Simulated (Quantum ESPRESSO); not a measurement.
Computed results, one entry a study.

**CrSiTe3: parallel and opposed starts**

It takes space group R-3 (No. 148, trigonal). Conventional cell: a = 6.831 Å, b = 6.831 Å, c = 21.773 Å, α = 90.00°, β = 90.00°, γ = 120.00°. Nearest to Cr lie 6 Te at 2.79 to 2.80 Å. Si has 1 Si at 2.27 Å and 3 Te at 2.53 Å nearest. Nearest to Te lie 1 Si at 2.53 Å and 2 Cr at 2.79 to 2.80 Å. Farther neighbours and most contacts between anions are not listed.

```
CELL_PARAMETERS angstrom
3.41526 1.97180 7.25768
-3.41526 1.97180 7.25768
0.00000 -3.94360 7.25768
ATOMIC_POSITIONS crystal
Cr 0.66619 0.66619 0.66619
Cr 0.33381 0.33381 0.33381
Si 0.05220 0.05220 0.05220
Si 0.94780 0.94780 0.94780
Te 0.72118 0.07765 0.43975
Te 0.43975 0.72118 0.07765
Te 0.07765 0.43975 0.72118
Te 0.92235 0.56025 0.27882
Te 0.56025 0.27882 0.92235
Te 0.27882 0.92235 0.56025
```

* method: PBEsol; plane waves with GBRV 1.5 PBEsol potentials, no spin-orbit coupling (and 1 further level or step)
* program: Quantum ESPRESSO 7.5
* settings of one run: GBRV 1.5 PBEsol, cutoff 544.23 eV, 4×4×4 k-mesh, 52 bands, fermi-dirac occupations, smearing width 0.05 eV, collinear spin, SCF threshold 2.00e-8, mesh matched on, starting moments 3 3 0 0 0 0 0 0 0 0 μB
* cost: 2 runs, 3.7 min in all on 4 MPI ranks of Intel Xeon Platinum 8488C (Sapphire Rapids), shared host (the runs of this entry)
* notes: The run is spin-polarised, with a total moment of 6.00 μB a cell (absolute 7.81).
* lowest state found: ferromagnetic (from ferro ++)
* largest site moment: 3.10 μB
* next state with moments: antiferromagnetic, 25.5 meV a seeded atom higher

Only these 2 starts were compared; other wavevectors, canted and longer-period orders were not.

[Logs and program files are shortened in this print: banners, set-up blocks, solver, clock and traceback lines can be left out without a mark of their own.]

[Logs are printed without paths, hosts, clocks, repeated set-up lines and the standing remarks that a program may print on its own settings, such as how far it seeks lower states.]

[Hosts, paths, dates, database ids (printed as entryN), source tags and the programs' standing remarks are cut or masked in the printed files.]

[Where a cell is said to come from a database of computed structures, the database is the Materials Project.]
